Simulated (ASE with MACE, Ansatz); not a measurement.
# Σ11 (113)[1-10] symmetric tilt boundary in W (88 atoms): boundary energy

What is the boundary energy of this cell, counted against the bulk crystal, and how far does it hang on functional and mesh?

Calculated with Ansatz 0.2.0: Kohn-Sham DFT, PBE, PAW (set soft_2), plane waves; cutoff 420 eV, fermi-dirac smearing of 0.1 eV. Cutoffs: 420 eV for PBE and PBEsol; 500 eV for r2SCAN.

**The cells**

The cell holds 88 atoms: 88 W. Its edges and angles: a = 9.009 Å, b = 10.072 Å, c = 22.057 Å, α = 90.0°, β = 90.0°, γ = 132.1°. It derives from W. The starting structure: Two grains of W, one the mirror image of the other in the boundary plane, two boundaries a cell; of 6 trial joints (lateral shifts, openings, close atoms taken out) the lowest after a short relaxation with the MACE-MP-0b2 potential was kept (shift [0.5, 0.0] of the surface cell, opening 0.97 Å, one of each pair under 1.93 Å removed), then its atoms and the cell's length along the normal were relaxed with that potential. Lattice constants are starting values near those of PBE.

The bulk reference is W2 in a cell of 2 atoms, 16.155 Å³ an atom.

The input of the single point on the relaxed cell:

```yaml
crystal:
  lattice:
    - [9.00854, 0.0, 0.0]
    - [-6.75641, 7.46949, 0.0]
    - [0.0, 0.0, 22.05652]
  atoms:
    - { symbol: W, position: [0.49929, 0.33214, 0.01066] }
    - { symbol: W, position: [0.2186, 0.95802, 0.01303] }
    - { symbol: W, position: [0.44838, 0.5977, 0.02547] }
    - { symbol: W, position: [0.17304, 0.23059, 0.07133] }
    [... 82 atom lines left out ...]
    - { symbol: W, position: [0.7133, 0.95121, 0.51301] }
    - { symbol: W, position: [0.93318, 0.57761, 0.51061] }
kpoints:
  mp_grid: { grid: [5, 5, 2] }
hamiltonian:
  xc: pbe
scf:
  occupations: { method: fermi_dirac, width: 0.1 }
output:
  forces: true
  stress: true
  populations: true
  dos:
    method: { smearing: { sigma: 0.08 } }
    de: 0.1
    projected:
      site_lists:
        W: [W]
        lower_grain: [... 44 sites ...]
        upper_grain: [... 44 sites ...]
  eigenvalues: true
  write_density: true
  write_potential: true
  volumetric_format: npy
```

| cell | formula | k-mesh | relaxation steps | gain on relaxing (eV) | free energy, PBE (eV) | time of its runs on this page |
| --- | --- | --- | --- | --- | --- | --- |
| Sigma11 (113)[1-10] symmetric tilt boundary in W | W88 | 5×5×2 (relaxed on 4×3×1) | 19 | 9.30 | -913845.061 | 2.6 min |
| bulk W | W2 | 17×17×17 | - | - | -20769.662 | 8.5 s |

**Boundary energy**

The excess is the cell's free energy less 44 times that of the bulk cell. It is divided by twice the area, as the cell holds two boundaries, so the value is their mean, and they need not be alike (67.29 Å²), with 1 eV/Å² = 16.022 J/m².

| level | k-mesh | excess (eV) | boundary energy (J/m²) | per area (meV/Å²) |
| --- | --- | --- | --- | --- |
| PBE | 5×5×2 | 20.058 | 2.388 | 149.0 |
| PBE, denser mesh | 7×6×2 | 20.069 | 2.389 | 149.1 |
| r2SCAN | 5×5×2 | 22.774 | 2.711 | 169.2 |
| PBEsol | 5×5×2 | 22.256 | 2.650 | 165.4 |

Worked for the first row at PBE: (-913845.061) − 44 × (-20769.662) = 20.058 eV (from unrounded energies).

Then 20.058 / (2 × 67.29) × 16.022 = 2.388 J/m².

**Findings**

At PBE the boundary energy is 2.39 J/m². At the same geometries the levels give 2.39 (PBE) to 2.71 J/m² (r2SCAN) and the denser mesh leaves it within 0.01 J/m². Relaxing the atoms lowered it by 1.108 J/m² from the start (on the 4×3×1 mesh of the relaxation), and the farthest atom moved 0.65 Å.

Limits: The cell edges were held, so the lattice is the typed one for every functional, and the length along the normal is the one that the machine-learned potential gave. Cell and bulk are sampled on unlike meshes, and the error grows with the number of atoms subtracted. These are free energies under a smearing of 0.1 eV, whose entropy term isn't removed. The joint was picked among a few trials by a machine-learned potential, and a lower one may exist. Spin–orbit coupling is left out, which matters for the levels of the heavy elements.

[Logs are printed without paths, hosts, clocks, repeated set-up lines and the standing remarks that a program may print on its own settings, such as how far it seeks lower states.]

[Hosts, paths, dates, database ids (printed as entryN), source tags and the programs' standing remarks are cut or masked in the printed files.]
